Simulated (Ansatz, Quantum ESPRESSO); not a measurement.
# Cl-CC-Cl chair, 1 layer: response to a perpendicular field, part 4 of 6

How does Cl-CC-Cl chair, 1 layer respond to a gate-like field without added charge?

Quantum ESPRESSO 7.5; plane-wave DFT, LDA, GBRV ultrasoft pseudopotentials; geometry and cross-check by Ansatz 0.2.0 with PAW datasets.

So far. Step 6 (SCF with pw.x: field 0.1 V/Å): The dipole goes from 0.0000 to 0.0222 e Å, 0.2219 e Å per V/Å. Step 7 (Potential by pp.x): The slope in the vacuum is 0.100 eV/Å for an applied 0.10 V/Å, as it should be.

### Step 8. Self-consistent run: field 0.2 V/Å

The input, f2.in:

```
&control
  prefix = 'f2'
  outdir = './out'
  pseudo_dir = './pseudo'
  calculation = 'scf'
  tprnfor = .true.
  tefield = .true.
  dipfield = .true.
/
&system
  ibrav = 0
  nat = 4
  ntyp = 2
  ecutwfc = 40
  ecutrho = 200
  occupations = 'smearing'
  smearing = 'fd'
  degauss = 0.004
  edir = 3
  emaxpos = 0.97
  eopreg = 0.04
  eamp = 0.00388938
/
&electrons
  conv_thr = 1e-09
  mixing_beta = 0.4
  electron_maxstep = 120
  mixing_mode = 'plain'
  startingpot = 'file'
/
ATOMIC_SPECIES
  Cl  35.4500  cl_lda_v1.4.uspp.F.UPF
  C   12.0110  c_lda_v1.2.uspp.F.UPF
CELL_PARAMETERS angstrom
  2.91237012967507 -0.00000000000000 0.00000000000000
  -1.45618506483753 2.52218651752159 -0.00000000000000
  0.00000000000000 0.00000000000000 21.06666666670000
ATOMIC_POSITIONS crystal
  Cl  0.666666666667 0.333333333333 0.404701050838
  C   0.666666666667 0.333333333333 0.487918350352
  C   0.333333333333 0.666666666667 0.512081630929
  Cl  0.333333333333 0.666666666667 0.595298967881
K_POINTS automatic
  12 12 1 0 0 0
```

The run is started by

```bash
> cp -r out/f0.save out/f2.save
> OMP_NUM_THREADS=1 mpirun -n 2 pw.x -nk 2 -in f2.in > f2.out
```

Log:

```text
[banner, memory and clock lines left out]
Program PWSCF v.7.5 starts
[...]
number of electrons       =        22.00
     number of Kohn-Sham states=           15
     kinetic-energy cutoff     =      40.0000  Ry
     charge density cutoff     =     200.0000  Ry
[...]
number of k points=    74  Fermi-Dirac smearing, width (Ry)=  0.0040
[...]
Dense  grid:    49979 G-vectors     FFT dimensions: (  25,  25, 180)
[...]
The initial density is read from file :
[...]
negative rho (up, down):  2.818E-02 0.000E+00
[...]
Starting wfcs are   16 randomized atomic wfcs
[...]
negative rho (up, down):  2.821E-02 0.000E+00
[...]
estimated scf accuracy    <       0.01472873 Ry
[...]
negative rho (up, down):  2.821E-02 0.000E+00
[...]
estimated scf accuracy    <       0.05831230 Ry
[...]
negative rho (up, down):  2.822E-02 0.000E+00
[...]
estimated scf accuracy    <       0.00006368 Ry
[...]
negative rho (up, down):  2.821E-02 0.000E+00
[...]
estimated scf accuracy    <       0.00001009 Ry
[...]
negative rho (up, down):  2.820E-02 0.000E+00
[...]
estimated scf accuracy    <       0.00000049 Ry
[...]
negative rho (up, down):  2.819E-02 0.000E+00
[...]
estimated scf accuracy    <       0.00000035 Ry
[...]
negative rho (up, down):  2.818E-02 0.000E+00
[...]
estimated scf accuracy    <       0.00000004 Ry
[...]
negative rho (up, down):  2.818E-02 0.000E+00
[...]
estimated scf accuracy    <          9.8E-09 Ry
[...]
negative rho (up, down):  2.818E-02 0.000E+00
[...]
Computed dipole along edir(3) :
        Dipole                0.0840 Ry au,          0.2134 Debye
        Dipole field          0.0010 Ry au,
        E field amplitude [Ha a.u.]:  3.8894E-03
        Potential amp.        0.2201 Ry
        Total length         38.2178 bohr
[...]
the Fermi energy is     0.6683 ev
!    total energy              =     -89.43811496 Ry
     estimated scf accuracy    <          3.8E-10 Ry
     smearing contrib. (-TS)   =      -0.00000000 Ry
     internal energy E=F+TS    =     -89.43811496 Ry
[...]
one-electron contribution =    -802.72422476 Ry
     hartree contribution      =     406.78005729 Ry
     xc contribution           =     -25.79699094 Ry
     ewald contribution        =     332.30361178 Ry
     electric field correction =      -0.00056834 Ry
     convergence has been achieved in   9 iterations
     negative rho (up, down):  2.818E-02 0.000E+00
[...]
Total force =     0.025017     Total SCF correction =     0.000038
[...]
```

Run time: 54 s. Hardware: 2 MPI ranks of Arm Neoverse V2, shared host; peak memory 0.3 GiB.

Read from the output:

| Quantity | Value |
| --- | --- |
| free energy | -1216.8675 eV |
| Fermi energy | 0.6683 eV |
| dipole along the normal | 0.04443 e·Å |
| valence top, on the run's zero | -0.08381 eV |
| conduction bottom, on the run's zero | 1.377 eV |
| gap by band count | 1.461 eV |

The dipole goes from 0.0000 to 0.0444 e Å, 0.2220 e Å per V/Å.

### Step 9. Electrostatic potential

The input, f2.pot.in:

```
&inputpp
  prefix = 'f2'
  outdir = './out'
  filplot = 'f2.pot.dat'
  plot_num = 11
/
```

The run is started by

```bash
> OMP_NUM_THREADS=1 mpirun -n 2 pp.x -in f2.pot.in > f2.pot.out
```

Wall time 0.89 s (2 MPI ranks); peak memory 0.11 GiB.

This step gave:

| Property | Result |
| --- | --- |
| slope of the potential above | 0.2000 eV/Å |
| upper vacuum line continued to the top atoms, over the valence top | 4.007 eV |
| slope of the potential below | 0.2000 eV/Å |
| lower vacuum line continued to the bottom atoms, over the valence top | 4.299 eV |

The slope in the vacuum is 0.200 eV/Å for an applied 0.20 V/Å, as it should be.

### Step 10. Band structure: field 0.2 V/Å

The input, f2.bands.in:

```
&control
  prefix = 'f2.bands'
  outdir = './out'
  pseudo_dir = './pseudo'
  calculation = 'bands'
  tefield = .true.
  dipfield = .true.
/
&system
  ibrav = 0
  nat = 4
  ntyp = 2
  ecutwfc = 40
  ecutrho = 200
  occupations = 'smearing'
  smearing = 'fd'
  degauss = 0.004
  edir = 3
  emaxpos = 0.97
  eopreg = 0.04
  eamp = 0.00388938
  nbnd = 17
/
&electrons
  conv_thr = 1e-07
  mixing_beta = 0.4
  electron_maxstep = 120
  mixing_mode = 'local-TF'
/
ATOMIC_SPECIES
  Cl  35.4500  cl_lda_v1.4.uspp.F.UPF
  C   12.0110  c_lda_v1.2.uspp.F.UPF
CELL_PARAMETERS angstrom
  2.91237012967507 -0.00000000000000 0.00000000000000
  -1.45618506483753 2.52218651752159 -0.00000000000000
  0.00000000000000 0.00000000000000 21.06666666670000
ATOMIC_POSITIONS crystal
  Cl  0.666666666667 0.333333333333 0.404701050838
  C   0.666666666667 0.333333333333 0.487918350352
  C   0.333333333333 0.666666666667 0.512081630929
  Cl  0.333333333333 0.666666666667 0.595298967881
K_POINTS crystal_b
4
  0.0000000000 0.0000000000 0.0000000000 14
  0.5000000000 0.0000000000 0.0000000000 14
  0.3333333333 0.3333333333 0.0000000000 14
  0.0000000000 0.0000000000 0.0000000000 1
```

The run is started by

```bash
> cp -r out/f2.save out/f2.bands.save
> cp out/f2.xml out/f2.bands.xml
> OMP_NUM_THREADS=1 mpirun -n 2 pw.x -nk 2 -in f2.bands.in > f2.bands.out
```

Log:

```text
[banner, memory and clock lines left out]
Program PWSCF v.7.5 starts
[citation notice left out]

[...]
bravais-lattice index     =            0
     lattice parameter (alat)  =       5.5036  a.u.
     unit-cell volume          =    1044.2782 (a.u.)^3
     number of atoms/cell      =            4
     number of atomic types    =            2
     number of electrons       =        22.00
     number of Kohn-Sham states=           17
     kinetic-energy cutoff     =      40.0000  Ry
     charge density cutoff     =     200.0000  Ry
     Exchange-correlation= SLA  PZ   NOGX NOGC
                           (   1   1   0   0   0   0   0)

[...]
PseudoPot. # 1 for Cl read from file:
     ./pseudo/cl_lda_v1.4.uspp.F.UPF
     Pseudo is Ultrasoft + core correction, Zval =  7.0
     Generated by new atomic code, or converted to UPF format
     Using radial grid of  909 points,  6 beta functions with:
                l(1) =   0
                l(2) =   0
                l(3) =   1
                l(4) =   1
                l(5) =   2
                l(6) =   2
     Q(r) pseudized with  8 coefficients,  rinner =    1.300   1.300   1.300
                                                       1.300   1.300

     PseudoPot. # 2 for C  read from file:
     ./pseudo/c_lda_v1.2.uspp.F.UPF
     Pseudo is Ultrasoft + core correction, Zval =  4.0
     Generated by new atomic code, or converted to UPF format
     Using radial grid of  721 points,  4 beta functions with:
                l(1) =   0
                l(2) =   0
                l(3) =   1
                l(4) =   1
     Q(r) pseudized with  8 coefficients,  rinner =    1.100   1.100   1.100

     atomic species   valence    mass     pseudopotential
     Cl                7.00    35.45000     Cl( 1.00)
     C                 4.00    12.01100     C ( 1.00)

     No symmetry found

[...]
number of k points=    43  Fermi-Dirac smearing, width (Ry)=  0.0040
[...]
Dense  grid:    49979 G-vectors     FFT dimensions: (  25,  25, 180)

     Smooth grid:    35561 G-vectors     FFT dimensions: (  24,  24, 162)

     The potential is recalculated from file :
     ./out/f2.bands.save/charge-density

     negative rho (up, down):  2.818E-02 0.000E+00

     Adding external electric field

     Computed dipole along edir(3) :
        Dipole                0.0840 Ry au,          0.2134 Debye
        Dipole field          0.0010 Ry au,

        E field amplitude [Ha a.u.]:  3.8894E-03
        Potential amp.        0.2201 Ry
        Total length         38.2178 bohr

     Starting wfcs are   16 randomized atomic wfcs +    1 random wfcs

     Band Structure Calculation
     Davidson diagonalization with overlap

     ethr =  4.55E-10,  avg # of iterations = 47.7

     End of band structure calculation

          k = 0.0000 0.0000 0.0000 (  4533 PWs)   bands (ev):

   -19.9603 -18.4836 -14.8332  -9.6257  -5.9838  -4.4100  -4.4100  -1.3615
    -1.3615  -0.0838  -0.0838   1.3771   1.7570   2.8618   3.3571   3.5540
     3.5540

          k = 0.0357 0.0206 0.0000 (  4543 PWs)   bands (ev):

   -19.9410 -18.4679 -14.8154  -9.6130  -5.9862  -4.5358  -4.4480  -1.4478
    -1.3734  -0.1804  -0.1028   1.4383   1.8149   2.8831   3.3789   3.5607
     3.6033

[...]
```

Elapsed: 28 s, on 2 MPI ranks; peak memory 0.14 GiB; 56 s of CPU time.

Read from the output:

```
valence top, on the run's zero : -0.08382 eV
```

Band numbers count within the set of bands kept for display. Electronic bands along the path, in eV, zero at the highest filled level of the SCF mesh; v1 is the highest filled band, c1 the lowest empty one:

```csv
point,v4,v3,v2,v1,c1,c2,c3,c4
Γ,-1.28,-1.28,0.00,0.00,1.46,1.84,2.95,3.44
halfway,-3.76,-3.06,-1.84,-0.69,2.04,2.61,3.57,4.76
M,-5.39,-5.24,-2.39,-1.28,1.64,3.56,3.74,5.73
halfway,-5.33,-5.08,-3.45,-2.52,3.42,3.78,4.04,5.53
K,-5.48,-4.38,-4.33,-4.08,3.99,4.05,4.99,6.25
halfway,-3.77,-3.71,-2.25,-1.47,2.87,3.20,3.62,4.75
Γ,-1.28,-1.28,0.00,0.00,1.46,1.84,2.95,3.44
```

Upper empty bands that drop with the field can be states of the vacuum, held by the sawtooth; they depend on the cell's width.

Along this path the valence top lies at Γ and the conduction bottom at Γ.

### Step 11. Ground state: field -0.2 V/Å

f3.in, as its differences from the input of step 8:

```diff
@@ -1,3 +1,3 @@
 &control
-  prefix = 'f2'
+  prefix = 'f3'
   outdir = './out'
@@ -21,3 +21,3 @@
   eopreg = 0.04
-  eamp = 0.00388938
+  eamp = -0.00388938
 /
```

The run is started by

```bash
> cp -r out/f0.save out/f3.save
> OMP_NUM_THREADS=1 mpirun -n 2 pw.x -nk 2 -in f3.in > f3.out
```

Log:

```text
[banner, memory and clock lines left out]
Program PWSCF v.7.5 starts
[...]
number of electrons       =        22.00
     number of Kohn-Sham states=           15
     kinetic-energy cutoff     =      40.0000  Ry
     charge density cutoff     =     200.0000  Ry
[...]
number of k points=    74  Fermi-Dirac smearing, width (Ry)=  0.0040
[...]
Dense  grid:    49979 G-vectors     FFT dimensions: (  25,  25, 180)
[...]
The initial density is read from file :
[...]
negative rho (up, down):  2.818E-02 0.000E+00
[...]
Starting wfcs are   16 randomized atomic wfcs
[...]
negative rho (up, down):  2.821E-02 0.000E+00
[...]
estimated scf accuracy    <       0.01474418 Ry
[...]
negative rho (up, down):  2.821E-02 0.000E+00
[...]
estimated scf accuracy    <       0.05852230 Ry
[...]
negative rho (up, down):  2.822E-02 0.000E+00
[...]
estimated scf accuracy    <       0.00006260 Ry
[...]
negative rho (up, down):  2.821E-02 0.000E+00
[...]
estimated scf accuracy    <       0.00001038 Ry
[...]
negative rho (up, down):  2.820E-02 0.000E+00
[...]
estimated scf accuracy    <       0.00000047 Ry
[...]
negative rho (up, down):  2.819E-02 0.000E+00
[...]
estimated scf accuracy    <       0.00000036 Ry
[...]
negative rho (up, down):  2.818E-02 0.000E+00
[...]
estimated scf accuracy    <       0.00000004 Ry
[...]
negative rho (up, down):  2.818E-02 0.000E+00
[...]
estimated scf accuracy    <          6.5E-09 Ry
[...]
negative rho (up, down):  2.818E-02 0.000E+00
[...]
Computed dipole along edir(3) :
        Dipole               -0.0840 Ry au,         -0.2135 Debye
        Dipole field         -0.0010 Ry au,
        E field amplitude [Ha a.u.]: -3.8894E-03
        Potential amp.       -0.2200 Ry
        Total length         38.2178 bohr
[...]
the Fermi energy is     0.6059 ev
!    total energy              =     -89.43811497 Ry
     estimated scf accuracy    <          1.9E-10 Ry
     smearing contrib. (-TS)   =      -0.00000000 Ry
     internal energy E=F+TS    =     -89.43811496 Ry
[...]
one-electron contribution =    -802.72424529 Ry
     hartree contribution      =     406.78007787 Ry
     xc contribution           =     -25.79699086 Ry
     ewald contribution        =     332.30361178 Ry
     electric field correction =      -0.00056847 Ry
     convergence has been achieved in   9 iterations
     negative rho (up, down):  2.818E-02 0.000E+00
[...]
Total force =     0.025017     Total SCF correction =     0.000034
[...]
```

It took 53 s on 2 MPI ranks; peak memory 0.38 GiB.

Numbers from this step:

| Quantity | Value |
| --- | --- |
| Fermi energy | 0.6059 eV |
| dipole along the normal | -0.04445 e·Å |
| valence top, on the run's zero | -0.1462 eV |
| conduction bottom, on the run's zero | 1.315 eV |

The dipole goes from 0.0000 to -0.0444 e Å, 0.2224 e Å per V/Å.

### Step 12. Potential by pp.x

The input, f3.pot.in:

```
&inputpp
  prefix = 'f3'
  outdir = './out'
  filplot = 'f3.pot.dat'
  plot_num = 11
/
```

The run is started by

```bash
> OMP_NUM_THREADS=1 mpirun -n 2 pp.x -in f3.pot.in > f3.pot.out
```

It took 0.89 s on 2 MPI ranks; peak memory 0.11 GiB.

This step gave:

```
slope of the potential above                                          : -0.2000 eV/Å
upper vacuum line continued to the top atoms, over the valence top    : 4.299 eV
slope of the potential below                                          : -0.2000 eV/Å
lower vacuum line continued to the bottom atoms, over the valence top : 4.007 eV
```

The slope in the vacuum is -0.200 eV/Å for an applied -0.20 V/Å, as it should be.

Each curve counts from the valence top of its own run.

The potential energy (potential at 0 V/Å) oscillates, so the rows of the table below give means over windows of 1 Å about each position, cut where the curve ends. Its maxima inside the range that stand out by 2 % of the span (Å: eV): 9.5: -0.471, 11.6: -0.471. Its minima: 8.5: -19.2, 10.5: -16.3, 12.5: -19.2.

The runs together. Table of potential energy by z; means over each step:

```csv
z (Å),potential at 0 V/Å (eV),potential at 0.1 V/Å (eV),potential at 0.2 V/Å (eV),potential at -0.2 V/Å (eV)
0,4.15,3.48,2.82,5.49
1,4.15,3.47,2.79,5.51
2,4.15,3.57,2.99,5.31
3,4.15,3.67,3.19,5.11
4,4.15,3.77,3.39,4.91
5,4.15,3.87,3.59,4.71
6,4.14,3.96,3.78,4.50
7,3.77,3.69,3.60,3.94
8,-6.45,-6.48,-6.51,-6.40
9,-8.66,-8.68,-8.70,-8.62
10,-8.36,-8.37,-8.38,-8.36
11,-9.39,-9.38,-9.38,-9.40
12,-7.46,-7.44,-7.42,-7.49
13,-7.86,-7.84,-7.81,-7.92
14,3.66,3.74,3.82,3.50
15,4.14,4.31,4.49,3.79
16,4.15,4.43,4.70,3.61
17,4.15,4.53,4.90,3.41
18,4.15,4.63,5.10,3.21
19,4.15,4.73,5.30,3.01
20,4.15,4.82,5.48,2.82
```

### Step 13. Band structure: field -0.2 V/Å

f3.bands.in, as its differences from the input of step 10:

```diff
@@ -1,3 +1,3 @@
 &control
-  prefix = 'f2.bands'
+  prefix = 'f3.bands'
   outdir = './out'
@@ -20,3 +20,3 @@
   eopreg = 0.04
-  eamp = 0.00388938
+  eamp = -0.00388938
   nbnd = 17
```

The run is started by

```bash
> cp -r out/f3.save out/f3.bands.save
> cp out/f3.xml out/f3.bands.xml
> OMP_NUM_THREADS=1 mpirun -n 2 pw.x -nk 2 -in f3.bands.in > f3.bands.out
```

Log:

```text
[banner, memory and clock lines left out]
Program PWSCF v.7.5 starts
[citation notice left out]

[...]
bravais-lattice index     =            0
     lattice parameter (alat)  =       5.5036  a.u.
     unit-cell volume          =    1044.2782 (a.u.)^3
     number of atoms/cell      =            4
     number of atomic types    =            2
     number of electrons       =        22.00
     number of Kohn-Sham states=           17
     kinetic-energy cutoff     =      40.0000  Ry
     charge density cutoff     =     200.0000  Ry
     Exchange-correlation= SLA  PZ   NOGX NOGC
                           (   1   1   0   0   0   0   0)

[...]
PseudoPot. # 1 for Cl read from file:
     ./pseudo/cl_lda_v1.4.uspp.F.UPF
     Pseudo is Ultrasoft + core correction, Zval =  7.0
     Generated by new atomic code, or converted to UPF format
     Using radial grid of  909 points,  6 beta functions with:
                l(1) =   0
                l(2) =   0
                l(3) =   1
                l(4) =   1
                l(5) =   2
                l(6) =   2
     Q(r) pseudized with  8 coefficients,  rinner =    1.300   1.300   1.300
                                                       1.300   1.300

     PseudoPot. # 2 for C  read from file:
     ./pseudo/c_lda_v1.2.uspp.F.UPF
     Pseudo is Ultrasoft + core correction, Zval =  4.0
     Generated by new atomic code, or converted to UPF format
     Using radial grid of  721 points,  4 beta functions with:
                l(1) =   0
                l(2) =   0
                l(3) =   1
                l(4) =   1
     Q(r) pseudized with  8 coefficients,  rinner =    1.100   1.100   1.100

     atomic species   valence    mass     pseudopotential
     Cl                7.00    35.45000     Cl( 1.00)
     C                 4.00    12.01100     C ( 1.00)

     No symmetry found

[...]
number of k points=    43  Fermi-Dirac smearing, width (Ry)=  0.0040
[...]
Dense  grid:    49979 G-vectors     FFT dimensions: (  25,  25, 180)

     Smooth grid:    35561 G-vectors     FFT dimensions: (  24,  24, 162)

     The potential is recalculated from file :
     ./out/f3.bands.save/charge-density

     negative rho (up, down):  2.818E-02 0.000E+00

     Adding external electric field

     Computed dipole along edir(3) :
        Dipole               -0.0840 Ry au,         -0.2135 Debye
        Dipole field         -0.0010 Ry au,

        E field amplitude [Ha a.u.]: -3.8894E-03
        Potential amp.       -0.2200 Ry
        Total length         38.2178 bohr

     Starting wfcs are   16 randomized atomic wfcs +    1 random wfcs

     Band Structure Calculation
     Davidson diagonalization with overlap

     ethr =  4.55E-10,  avg # of iterations = 46.4

     End of band structure calculation

          k = 0.0000 0.0000 0.0000 (  4533 PWs)   bands (ev):

   -20.0227 -18.5460 -14.8956  -9.6881  -6.0462  -4.4723  -4.4723  -1.4239
    -1.4239  -0.1462  -0.1462   1.3148   1.6948   2.8108   3.3947   3.4916
     3.4916

          k = 0.0357 0.0206 0.0000 (  4543 PWs)   bands (ev):

   -20.0033 -18.5302 -14.8777  -9.6754  -6.0485  -4.5981  -4.5103  -1.5101
    -1.4358  -0.2428  -0.1652   1.3759   1.7527   2.8315   3.4101   3.5054
     3.5410

[...]
```

The job ended after 26 s (2 MPI ranks; peak memory 0.14 GiB).

Band numbers count within the set of bands kept for display. Electronic bands along the path, in eV, zero at the highest filled level of the SCF mesh; v1 is the highest filled band, c1 the lowest empty one:

```csv
point,v4,v3,v2,v1,c1,c2,c3,c4
Γ,-1.28,-1.28,0.00,0.00,1.46,1.84,2.96,3.54
halfway,-3.76,-3.06,-1.84,-0.69,2.04,2.61,3.57,4.85
M,-5.39,-5.24,-2.39,-1.28,1.64,3.56,3.74,5.73
halfway,-5.33,-5.08,-3.45,-2.52,3.42,3.78,4.04,5.53
K,-5.48,-4.38,-4.33,-4.08,3.99,4.05,4.99,6.25
halfway,-3.77,-3.71,-2.25,-1.47,2.87,3.20,3.62,4.75
Γ,-1.28,-1.28,0.00,0.00,1.46,1.84,2.96,3.54
```

Upper empty bands that drop with the field can be states of the vacuum, held by the sawtooth; they depend on the cell's width.

Along this path the valence top lies at Γ and the conduction bottom at Γ.

(Part 4 of 6 ends here.)

[Logs are printed without paths, hosts, clocks, repeated set-up lines and the standing remarks that a program may print on its own settings, such as how far it seeks lower states.]

[Hosts, paths, dates, database ids (printed as entryN), source tags and the programs' standing remarks are cut or masked in the printed files.]

[Maps of the electrostatic potential energy from Ansatz leave out the sawtooth potential of an applied field or a dipole correction, so their vacuum need not be flat; planar profiles and work functions include it.]
